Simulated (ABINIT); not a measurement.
# Calculated records

### Quasiparticle gap of CsSnI3 (Pm-3m) in ABINIT

The structure is cubic, space group Pm-3m (No. 221). The conventional cell has a = 6.286 Å, b = 6.286 Å, c = 6.286 Å, α = 90.00°, β = 90.00°, γ = 90.00°. Nearest to Cs lie 12 I at 4.45 Å. Nearest to Sn lie 6 I at 3.14 Å. Nearest to I lie 2 Sn at 3.14 Å and 4 Cs at 4.45 Å. Farther neighbours, and contacts between anions beyond the nearest, are not listed.

```yaml
method: RPA screening on PBE, plane waves, norm-conserving pseudopotentials (and 2 further levels or steps)
program: ABINIT 10.8.3
settings: cutoff 38 Ha, PseudoDojo scalar-relativistic 0.4 stringent, norm-conserving, potential set dojo-sr-pbe-0.4-stringent, ngkpt (2, 2, 2), nband 195, ecuteps 3.2 Ha, inclvkb 2, shiftk (0, 0, 0), symchi 1, awtr 1, frequency ppm, 2×2×2 k-mesh
notes: The program’s warnings: nproc spkpt=  >= nkpt= * nsppol=. The cell and positions are those that the Materials Project relaxed with its own functionals (PBE, PBE+U or r2SCAN), kept fixed. Limits: screening runs away on this mesh; no spin-orbit coupling. The 2×2×2 mesh is coarse for this cell, which bears on the long-range parts of exchange and screening. On this mesh the RPA ε∞ passes 90, more than nearly any semiconductor shows; a coarse mesh does this where one point with a narrow direct gap carries much weight. The screening is then too strong, and the G0W0 gap should not be taken as the material’s.
pbe_gap: 0.48 eV, direct
g0w0_gap_on_the_mesh: 0.88 eV
gw_settings: 2×2×2 mesh, 195 bands, screening to 87.1 eV, Godby-Needs plasmon pole
known_limits: short of the basis limit; screening runs away on this mesh; no spin-orbit coupling; coarse k mesh
```

G0W0 moves the gap on the mesh from 0.48 eV to 0.88 eV (+0.40 eV), with Z of 0.79 and 0.79 at the edges. Local fields lower the RPA ε∞ on this mesh from 133.71 to 107.16; a Γ-centred mesh this coarse tends to raise both, most where the direct gap is narrow, while a short band sum lowers them.

[Long decimals in the printed logs are rounded to 6 places.]

[Logs are printed without paths, hosts, clocks, repeated set-up lines and the standing remarks that a program may print on its own settings, such as how far it seeks lower states.]

[Paths, hosts, dates, memory and timing lines, banners, echoed tables and standing remarks are left out of the program output; an Ansatz launch command may be rebuilt from the run's recorded settings. Measured values are a selection of at most five: reports struck by readers or far from the other reports are left out. None is set beside runs whose start may be inverted or whose files or cutoffs have a known fault.]

[Runs of the session that timed out or met a known fault of the program may be left out.]

[Hosts, paths, dates, database ids (printed as entryN), source tags and the programs' standing remarks are cut or masked in the printed files.]

[G0W0 gaps are taken among the corrected bands and points alone; a level outside them can change the order at an edge.]

[Where Ansatz stands beside ABINIT at settings called matched, ABINIT's density can come from a denser mesh and the files from another edition; pairs whose starting gaps differed by over 0.03 eV were left out, so agreement reads better than it is.]
